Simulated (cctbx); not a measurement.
# A crystallographic session in cctbx: SiHg4Se2S4

Library: cctbx 2025.11. The data are simulated by the first script.

## 1. Simulate the data

run.py:

```python
from cctbx import adptbx, crystal, miller, sgtbx, xray
from cctbx.array_family import flex
from iotbx.shelx import hklf
from scitbx import matrix
import scitbx.random

cs = crystal.symmetry(unit_cell=(12.508, 7.191, 12.254, 90, 109.81, 90), space_group_symbol='Hall: C -2yc')  # Cc
atoms = [  # label, site, U (iso, or U11 U22 U33 U12 U13 U23 in A^2), occupancy
    ("Hg1", (0.1833, 0.0951, 0.8562), 0.0064, 1),
    ("Hg2", (0.4763, 0.1915, 0.6932), 0.0065, 1),
    ("Hg3", (0.1663, 0.6207, 0.0423), 0.0061, 1),
    ("Hg4", (0.3586, 0.5561, 0.8475), 0.0061, 1),
    ("Se1", (0.4778, 0.7712, 0.7975), 0.0091, 1),
    ("Se2", (0.1507, 0.2408, 0.3606), 0.0072, 1),
    ("S1", (0.486, 0.4941, 0.5568), 0.0097, 1),
    ("S2", (0.2252, 0.2218, 0.0462), 0.0086, 1),
    ("S3", (0.446, 0.0406, 0.0202), 0.0113, 1),
    ("S4", (0.2742, 0.7407, 0.2315), 0.0105, 1),
    ("Si1", (0.4005, 0.2649, 0.1139), 0.0100, 1),
]
xs = xray.structure(crystal_symmetry=cs)
for label, site, u, occ in atoms:
    u = adptbx.u_cif_as_u_star(cs.unit_cell(), u) if isinstance(u, tuple) else u
    xs.add_scatterer(xray.scatterer(label, site=site, u=u, occupancy=occ))
xs.set_inelastic_form_factors(0.71073, "sasaki")
xs.show_summary()
p1 = xs.expand_to_p1()
ms = miller.build_set(p1, anomalous_flag=True, d_min=0.77)
flex.set_random_seed(58076)
scitbx.random.set_random_seed(58076)
ms = ms.select(flex.random_double(ms.size()) < 0.9)
i = ms.structure_factors_from_scatterers(p1, algorithm="direct").f_calc().as_intensity_array().data()
i = i * 20000 / flex.max(i)
sig = flex.sqrt(i + flex.pow2(0.015 * i) + 8 ** 2)
noise = scitbx.random.variate(scitbx.random.normal_distribution())(i.size())
data = ms.array(data=i + sig * noise, sigmas=sig).set_observation_type_xray_intensity()
with open("data.hkl", "w") as f:
    data.export_as_shelx_hklf(f)
print("reflections written:", data.size(), " <I/sigma> = %.1f" % flex.mean(data.data() / data.sigmas()))
for h, a, b in list(data.sort("data"))[:12]:
    print("%4d%4d%4d %9.1f %7.1f" % (h + (a, b)))
```

```console
$ python run.py
```

```text
Number of scatterers: 11
At special positions: 0
Unit cell: (12.508, 7.191, 12.254, 90, 109.81, 90)
Space group: C 1 c 1 (No. 9)
reflections written: 8559  <I/sigma> = 12.9
   0   0   6   20300.9   331.8
   0   0  -6   19086.1   322.5
   3  -3  -3   14611.3   254.8
   3   3  -3   14464.6   254.8
  -3   3   3   14333.0   242.9
  -6   0   0   14253.9   245.9
  -3  -3   3   13739.9   242.9
   6   0   0   13612.2   233.3
   4   0   0   12738.8   225.2
   3  -1  -2   12686.9   216.7
   3   1  -2   12499.7   216.7
  -3   1   2   12439.0   217.2
```

It took 0.26 s on 1 thread of Arm Neoverse V2, on a shared host, peak memory 0.07 GiB.

## 2. Refinement (refined in the given hand)

run.py:

```python
import math
from cctbx import adptbx, crystal, maptbx, sgtbx, xray
from cctbx.array_family import flex
from cctbx.xray import observations
from iotbx.shelx import hklf
from scitbx.lstbx import normal_eqns_solving
from smtbx import absolute_structure, utils
from smtbx.refinement import constraints, least_squares

cs = crystal.symmetry(unit_cell=(12.508, 7.191, 12.254, 90, 109.81, 90), space_group_symbol='Hall: C -2yc')  # Cc
atoms = [  # label, site, U (iso, or U11 U22 U33 U12 U13 U23 in A^2), occupancy
    ("Hg1", (0.1847, 0.0985, 0.8558), 0.0200, 1),
    ("Hg2", (0.4765, 0.1893, 0.6916), 0.0200, 1),
    ("Hg3", (0.1667, 0.6226, 0.0416), 0.0200, 1),
    ("Hg4", (0.3581, 0.5537, 0.846), 0.0200, 1),
    ("Se1", (0.4809, 0.7746, 0.7985), 0.0200, 1),
    ("Se2", (0.1508, 0.2407, 0.362), 0.0200, 1),
    ("S1", (0.4852, 0.4904, 0.5549), 0.0200, 1),
    ("S2", (0.2285, 0.2211, 0.0479), 0.0200, 1),
    ("S3", (0.4457, 0.0429, 0.0198), 0.0200, 1),
    ("S4", (0.2739, 0.7423, 0.2318), 0.0200, 1),
    ("Si1", (0.4011, 0.2581, 0.1126), 0.0200, 1),
]
xs = xray.structure(crystal_symmetry=cs)
for label, site, u, occ in atoms:
    u = adptbx.u_cif_as_u_star(cs.unit_cell(), u) if isinstance(u, tuple) else u
    xs.add_scatterer(xray.scatterer(label, site=site, u=u, occupancy=occ))
xs.set_inelastic_form_factors(0.71073, "sasaki")
xs.convert_to_anisotropic()
raw = hklf.reader(file_name="data.hkl").as_miller_arrays(crystal_symmetry=cs, anomalous=True)[0]
merged = raw.eliminate_sys_absent().merge_equivalents()
fo2 = merged.array().set_observation_type_xray_intensity()
print("Rint %.3f, %d unique reflections to %.2f A" % (merged.r_int(), fo2.size(), fo2.d_min()))
for sc in xs.scatterers():
    sc.flags.set_grad_site(True)
    sc.flags.set_grad_u_aniso(sc.flags.use_u_aniso())
    sc.flags.set_grad_u_iso(sc.flags.use_u_iso())
obs = fo2.as_xray_observations()
extra = {}
rep = constraints.reparametrisation(xs, [], utils.connectivity_table(xs), **extra)
ls = least_squares.crystallographic_ls(obs, rep, weighting_scheme=least_squares.mainstream_shelx_weighting(a=0, b=0))
print("cycle     R1     wR2    GooF  max shift (A)")
for cycle in range(8):
    ls.build_up()
    r1, wr2, goof = ls.r1_factor(cutoff_factor=2)[0], ls.wR2(), ls.goof()
    old = xs.sites_cart()
    normal_eqns_solving.levenberg_marquardt_iterations(ls, n_max_iterations=3, tau=1e-06, step_threshold=1e-7)
    big = flex.max((xs.sites_cart() - old).norms())
    print("%4d %7.4f %7.4f %7.3f %9.5f" % (cycle + 1, r1, wr2, goof, big))
    ls.build_up(objective_only=True)
    if abs(ls.wR2() - wr2) < 5e-5 and big < 5e-4:
        break
ls.build_up()
print("final R1 %.4f wR2 %.4f GooF %.3f  parameters %d  data/parameter %.1f" % (ls.r1_factor(cutoff_factor=2)[0], ls.wR2(), ls.goof(), ls.n_parameters, fo2.size() / ls.n_parameters))
cov = ls.covariance_matrix_and_annotations()
su = dict(zip(cov.annotations, (math.sqrt(max(v, 0)) for v in cov.matrix.matrix_packed_u_diagonal())))
a2 = cs.unit_cell().reciprocal_parameters()[0] ** -2
print("atom        x        y        z      Ueq    occ   su(xyz)  su(Uiso or U11)")
for sc in xs.scatterers():
    s = max(su.get(sc.label + k, 0) for k in (".x", ".y", ".z"))
    npd = "" if sc.is_positive_definite_u(cs.unit_cell()) else "  NPD"
    print("%-5s %8.5f %8.5f %8.5f %8.4f %6.3f %8.5f %7.4f%s" % ((sc.label,) + sc.site + (sc.u_iso_or_equiv(cs.unit_cell()), sc.occupancy, s, su.get(sc.label + ".uiso", su.get(sc.label + ".u11", 0) * a2), npd)))
fc = fo2.structure_factors_from_scatterers(xs, algorithm="direct").f_calc()
absolute_structure.flack_analysis(xs, fo2.as_xray_observations()).show()
h = absolute_structure.hooft_analysis(fo2, fc, scale_factor=ls.scale_factor())
print("Hooft y: %.3f(%.0f)  Bijvoet pairs: %d" % (h.hooft_y, 1000 * h.sigma_y, h.n_bijvoet_pairs))
fo = fo2.f_sq_as_f()
fc = fo.structure_factors_from_scatterers(xs, algorithm="direct").f_calc()
diff = fo.f_obs_minus_f_calc(1 / math.sqrt(ls.scale_factor()), fc).average_bijvoet_mates()
m = diff.fft_map(symmetry_flags=maptbx.use_space_group_symmetry, resolution_factor=0.25).apply_volume_scaling()
print("difference map: max %.2f min %.2f rms %.2f" % (m.statistics().max(), m.statistics().min(), m.statistics().sigma()))
peaks = m.peak_search(parameters=maptbx.peak_search_parameters(min_distance_sym_equiv=0.6, max_clusters=6)).all()
near = xs.closest_distances(peaks.sites(), distance_cutoff=4)
sps = cs.special_position_settings(min_distance_sym_equiv=0.5)
for k, (x, h) in enumerate(zip(peaks.sites(), peaks.heights())):
    ss = sps.site_symmetry(x)
    print("Q%-3d %7.4f %7.4f %7.4f %4d %7.2f  %.2f A from %s" % ((k + 1,) + tuple(t % 1 for t in ss.exact_site()) + (ss.multiplicity(), h, near.smallest_distances[k], xs.scatterers()[near.i_seqs[k]].label)))
```

```console
$ python run.py
```

```text
Rint 0.017, 2352 unique reflections to 0.77 A
cycle     R1     wR2    GooF  max shift (A)
   1  0.1192  0.2565   9.594   0.04034
   2  0.0116  0.0263   0.982   0.01089
   3  0.0113  0.0256   0.957   0.00347
   4  0.0113  0.0255   0.955   0.00111
   5  0.0113  0.0255   0.955   0.00036
final R1 0.0113 wR2 0.0255 GooF 0.955  parameters 99  data/parameter 23.8
atom        x        y        z      Ueq    occ   su(xyz)  su(Uiso or U11)
Hg1    0.18381  0.09503  0.85537   0.0063  1.000  0.00003  0.0001
Hg2    0.47676  0.19144  0.69235   0.0065  1.000  0.00003  0.0001
Hg3    0.16680  0.62068  0.04147   0.0061  1.000  0.00003  0.0001
Hg4    0.35906  0.55614  0.84665   0.0062  1.000  0.00003  0.0001
Se1    0.47828  0.77121  0.79672   0.0092  1.000  0.00009  0.0003
Se2    0.15105  0.24083  0.35970   0.0072  1.000  0.00009  0.0003
S1     0.48645  0.49436  0.55587   0.0094  1.000  0.00023  0.0007
S2     0.22566  0.22163  0.04547   0.0088  1.000  0.00022  0.0007
S3     0.44646  0.04048  0.01943   0.0115  1.000  0.00023  0.0007
S4     0.27473  0.74066  0.23050   0.0103  1.000  0.00022  0.0007
Si1    0.40101  0.26482  0.11315   0.0099  1.000  0.00025  0.0008
Flack x: -0.013(6)
Hooft y: -0.001(6)  Bijvoet pairs: 1157
difference map: max 0.62 min -0.63 rms 0.16
Q1    0.9942  0.4581  0.2576    4    0.67  1.31 A from Hg2
Q2    0.4455  0.0497  0.6782    4    0.59  1.08 A from Hg2
Q3    0.0891  0.4099  0.8724    4    0.56  1.70 A from Se1
Q4    0.4154  0.4790  0.1053    4    0.55  1.25 A from S1
Q5    0.0373  0.1682  0.1108    4    0.53  1.39 A from S1
Q6    0.3051  0.2807  0.9202    4    0.53  1.97 A from Hg1
```

Time: 0.58 s.

## 3. Refinement

run.py, as its changes from the last script of this kind:

```diff
@@ -12,11 +12,11 @@
-    ("Hg1", (0.1847, 0.0985, 0.8558), 0.0200, 1),
-    ("Hg2", (0.4765, 0.1893, 0.6916), 0.0200, 1),
-    ("Hg3", (0.1667, 0.6226, 0.0416), 0.0200, 1),
-    ("Hg4", (0.3581, 0.5537, 0.846), 0.0200, 1),
-    ("Se1", (0.4809, 0.7746, 0.7985), 0.0200, 1),
-    ("Se2", (0.1508, 0.2407, 0.362), 0.0200, 1),
-    ("S1", (0.4852, 0.4904, 0.5549), 0.0200, 1),
-    ("S2", (0.2285, 0.2211, 0.0479), 0.0200, 1),
-    ("S3", (0.4457, 0.0429, 0.0198), 0.0200, 1),
-    ("S4", (0.2739, 0.7423, 0.2318), 0.0200, 1),
-    ("Si1", (0.4011, 0.2581, 0.1126), 0.0200, 1),
+    ("Hg1", (0.81619, 0.90497, 0.14463), 0.0063, 1),
+    ("Hg2", (0.52324, 0.80856, 0.30765), 0.0065, 1),
+    ("Hg3", (0.8332, 0.37932, 0.95853), 0.0061, 1),
+    ("Hg4", (0.64094, 0.44386, 0.15335), 0.0062, 1),
+    ("Se1", (0.52172, 0.22879, 0.20328), 0.0092, 1),
+    ("Se2", (0.84895, 0.75917, 0.6403), 0.0072, 1),
+    ("S1", (0.51355, 0.50564, 0.44413), 0.0094, 1),
+    ("S2", (0.77434, 0.77837, 0.95453), 0.0088, 1),
+    ("S3", (0.55354, 0.95952, 0.98057), 0.0115, 1),
+    ("S4", (0.72527, 0.25934, 0.7695), 0.0103, 1),
+    ("Si1", (0.59899, 0.73518, 0.88685), 0.0099, 1),
```

```console
$ python run.py
```

```text
Rint 0.017, 2352 unique reflections to 0.77 A
cycle     R1     wR2    GooF  max shift (A)
   1  0.0405  0.0966   3.614   0.00561
   2  0.0400  0.0949   3.551   0.00122
   3  0.0400  0.0949   3.551   0.00029
final R1 0.0400 wR2 0.0949 GooF 3.551  parameters 99  data/parameter 23.8
atom        x        y        z      Ueq    occ   su(xyz)  su(Uiso or U11)
Hg1    0.81619  0.90502  0.14461   0.0063  1.000  0.00012  0.0004
Hg2    0.52326  0.80847  0.30768   0.0065  1.000  0.00012  0.0004
Hg3    0.83321  0.37933  0.95849   0.0061  1.000  0.00012  0.0004
Hg4    0.64093  0.44389  0.15333   0.0061  1.000  0.00012  0.0004
Se1    0.52162  0.22898  0.20335   0.0097  1.000  0.00033  0.0011
Se2    0.84901  0.75896  0.64049   0.0076  1.000  0.00033  0.0010
S1     0.51338  0.50557  0.44411   0.0131  1.000  0.00090  0.0029
S2     0.77471  0.77817  0.95459   0.0137  1.000  0.00090  0.0029
S3     0.55314  0.95926  0.98030   0.0150  1.000  0.00092  0.0028
S4     0.72494  0.25947  0.76948   0.0141  1.000  0.00089  0.0029
Si1    0.59937  0.73533  0.88742   0.0135  1.000  0.00099  0.0032
Flack x: 1.035(8)
Hooft y: 1.033(7)  Bijvoet pairs: 1157
difference map: max 1.91 min -1.21 rms 0.29
Q1    0.1385  0.0445  0.6572    4    1.93  0.11 A from Hg4
Q2    0.0217  0.3124  0.3056    4    1.73  0.04 A from Hg2
Q3    0.3143  0.3953  0.1477    4    1.51  0.09 A from Hg1
Q4    0.3322  0.1235  0.4579    4    1.38  0.02 A from Hg3
Q5    0.0976  0.4689  0.1188    4    1.30  1.60 A from S3
Q6    0.0789  0.1252  0.8068    4    1.23  1.22 A from Si1
```

Time: 0.51 s.

This run holds a fault made on purpose: the structure inverted.

## 4. Simulate the data

run.py, as its changes from the last script of this kind:

```diff
@@ -25 +25 @@
-xs.set_inelastic_form_factors(0.71073, "sasaki")
+xs.set_inelastic_form_factors(1.54184, "sasaki")
@@ -28,3 +28,3 @@
-ms = miller.build_set(p1, anomalous_flag=True, d_min=0.77)
-flex.set_random_seed(58076)
-scitbx.random.set_random_seed(58076)
+ms = miller.build_set(p1, anomalous_flag=True, d_min=0.83)
+flex.set_random_seed(253509)
+scitbx.random.set_random_seed(253509)
@@ -33,2 +33,2 @@
-i = i * 20000 / flex.max(i)
-sig = flex.sqrt(i + flex.pow2(0.015 * i) + 8 ** 2)
+i = i * 70000 / flex.max(i)
+sig = flex.sqrt(i + flex.pow2(0.06 * i) + 8 ** 2)
```

```console
$ python run.py
```

```text
Number of scatterers: 11
At special positions: 0
Unit cell: (12.508, 7.191, 12.254, 90, 109.81, 90)
Space group: C 1 c 1 (No. 9)
reflections written: 6834  <I/sigma> = 7.3
   0   0  -6   70794.7  4189.5
   0   0   6   68752.6  4208.3
   3  -3  -3   56219.5  3129.3
  -3   3   3   50433.6  3040.3
  -3  -3   3   49943.1  3040.3
   6   0   0   49458.5  2830.2
   3   3  -3   48297.7  3129.3
  -6   0   0   48260.6  3011.8
  -3  -3  -3   46781.2  2480.8
  -4   0   0   44560.9  2630.0
   3   1  -2   44508.3  2651.1
   4   0   0   44151.7  2757.0
```

Time: 0.27 s.

## 5. Refinement (refined in the given hand)

run.py, as its changes from the last script of this kind:

```diff
@@ -12,11 +12,11 @@
-    ("Hg1", (0.81619, 0.90497, 0.14463), 0.0063, 1),
-    ("Hg2", (0.52324, 0.80856, 0.30765), 0.0065, 1),
-    ("Hg3", (0.8332, 0.37932, 0.95853), 0.0061, 1),
-    ("Hg4", (0.64094, 0.44386, 0.15335), 0.0062, 1),
-    ("Se1", (0.52172, 0.22879, 0.20328), 0.0092, 1),
-    ("Se2", (0.84895, 0.75917, 0.6403), 0.0072, 1),
-    ("S1", (0.51355, 0.50564, 0.44413), 0.0094, 1),
-    ("S2", (0.77434, 0.77837, 0.95453), 0.0088, 1),
-    ("S3", (0.55354, 0.95952, 0.98057), 0.0115, 1),
-    ("S4", (0.72527, 0.25934, 0.7695), 0.0103, 1),
-    ("Si1", (0.59899, 0.73518, 0.88685), 0.0099, 1),
+    ("Hg1", (0.1842, 0.0912, 0.8546), 0.0200, 1),
+    ("Hg2", (0.4787, 0.1955, 0.6936), 0.0200, 1),
+    ("Hg3", (0.1655, 0.6201, 0.041), 0.0200, 1),
+    ("Hg4", (0.3578, 0.554, 0.8447), 0.0200, 1),
+    ("Se1", (0.4744, 0.7703, 0.7973), 0.0200, 1),
+    ("Se2", (0.1503, 0.2419, 0.3609), 0.0200, 1),
+    ("S1", (0.4849, 0.4969, 0.5563), 0.0200, 1),
+    ("S2", (0.2241, 0.2243, 0.0454), 0.0200, 1),
+    ("S3", (0.4457, 0.0347, 0.0179), 0.0200, 1),
+    ("S4", (0.2748, 0.7418, 0.2337), 0.0200, 1),
+    ("Si1", (0.401, 0.2593, 0.1158), 0.0200, 1),
@@ -28 +28 @@
-xs.set_inelastic_form_factors(0.71073, "sasaki")
+xs.set_inelastic_form_factors(1.54184, "sasaki")
```

```console
$ python run.py
```

```text
Rint 0.034, 1865 unique reflections to 0.83 A
cycle     R1     wR2    GooF  max shift (A)
   1  0.1112  0.3084   6.014   0.05157
   2  0.0194  0.0478   0.933   0.00506
   3  0.0194  0.0477   0.930   0.00066
   4  0.0194  0.0477   0.930   0.00009
final R1 0.0194 wR2 0.0477 GooF 0.930  parameters 99  data/parameter 18.8
atom        x        y        z      Ueq    occ   su(xyz)  su(Uiso or U11)
Hg1    0.18355  0.09506  0.85508   0.0064  1.000  0.00005  0.0002
Hg2    0.47648  0.19154  0.69201   0.0065  1.000  0.00005  0.0002
Hg3    0.16653  0.62066  0.04114   0.0062  1.000  0.00005  0.0002
Hg4    0.35879  0.55610  0.84636   0.0062  1.000  0.00005  0.0002
Se1    0.47803  0.77118  0.79624   0.0090  1.000  0.00014  0.0004
Se2    0.15085  0.24085  0.35942   0.0072  1.000  0.00014  0.0004
S1     0.48595  0.49422  0.55531   0.0106  1.000  0.00035  0.0009
S2     0.22520  0.22186  0.04505   0.0083  1.000  0.00030  0.0010
S3     0.44615  0.04007  0.01903   0.0119  1.000  0.00032  0.0011
S4     0.27485  0.74024  0.23039   0.0105  1.000  0.00032  0.0010
Si1    0.40063  0.26460  0.11279   0.0100  1.000  0.00034  0.0011
Flack x: -0.018(7)
Hooft y: -0.014(10)  Bijvoet pairs: 915
difference map: max 0.98 min -1.11 rms 0.25
Q1    0.0388  0.2610  0.0315    4    1.05  2.01 A from S1
Q2    0.2994  0.4974  0.0213    4    0.95  1.97 A from Hg3
Q3    0.1999  0.4509  0.7833    4    0.94  1.90 A from S4
Q4    0.3236  0.1895  0.1957    4    0.92  1.71 A from Si1
Q5    0.2489  0.0722  0.1840    4    0.84  1.95 A from S2
Q6    0.2009  0.3785  0.2529    4    0.84  1.91 A from Se2
```

Time: 0.54 s.

## 6. Simulate the data

run.py, as its changes from the last script of this kind:

```diff
@@ -25 +25 @@
-xs.set_inelastic_form_factors(1.54184, "sasaki")
+xs.set_inelastic_form_factors(0.71073, "sasaki")
@@ -28,3 +28,3 @@
-ms = miller.build_set(p1, anomalous_flag=True, d_min=0.83)
-flex.set_random_seed(253509)
-scitbx.random.set_random_seed(253509)
+ms = miller.build_set(p1, anomalous_flag=True, d_min=0.7)
+flex.set_random_seed(330549)
+scitbx.random.set_random_seed(330549)
@@ -33,2 +33,7 @@
-i = i * 70000 / flex.max(i)
-sig = flex.sqrt(i + flex.pow2(0.06 * i) + 8 ** 2)
+law = matrix.sqr((-1, 0, 0, 0, -1, 0, 0, 0, -1))
+mate = flex.miller_index([tuple(matrix.row(h) * law) for h in ms.indices()])
+i2 = ms.customized_copy(indices=mate).structure_factors_from_scatterers(p1, algorithm="direct").f_calc().as_intensity_array().data()
+i = (1 - 0.8) * i + 0.8 * i2
+i = i / flex.sqrt(1 + 0.1 * i / flex.max(i))  # extinction
+i = i * 40000 / flex.max(i)
+sig = flex.sqrt(i + flex.pow2(0.015 * i) + 2 ** 2)
```

```console
$ python run.py
```

```text
Number of scatterers: 11
At special positions: 0
Unit cell: (12.508, 7.191, 12.254, 90, 109.81, 90)
Space group: C 1 c 1 (No. 9)
reflections written: 11421  <I/sigma> = 16.4
   0   0  -6   39727.5   632.5
   0   0   6   38926.0   621.8
  -3   3   3   30271.2   482.6
  -3  -3   3   29977.2   482.6
   3   3  -3   29230.0   468.6
   3  -3  -3   29191.8   468.6
   6   0   0   28853.3   464.9
  -6   0   0   27842.1   450.1
  -4   0   0   25992.9   423.5
   3  -1  -2   25786.4   413.1
  -3  -1   2   25668.9   412.6
   3   1  -2   25494.6   413.1
```

It took 0.32 s on 1 thread of Arm Neoverse V2, on a shared host, peak memory 0.07 GiB.

[Logs are printed without paths, hosts, clocks, repeated set-up lines and the standing remarks that a program may print on its own settings, such as how far it seeks lower states.]
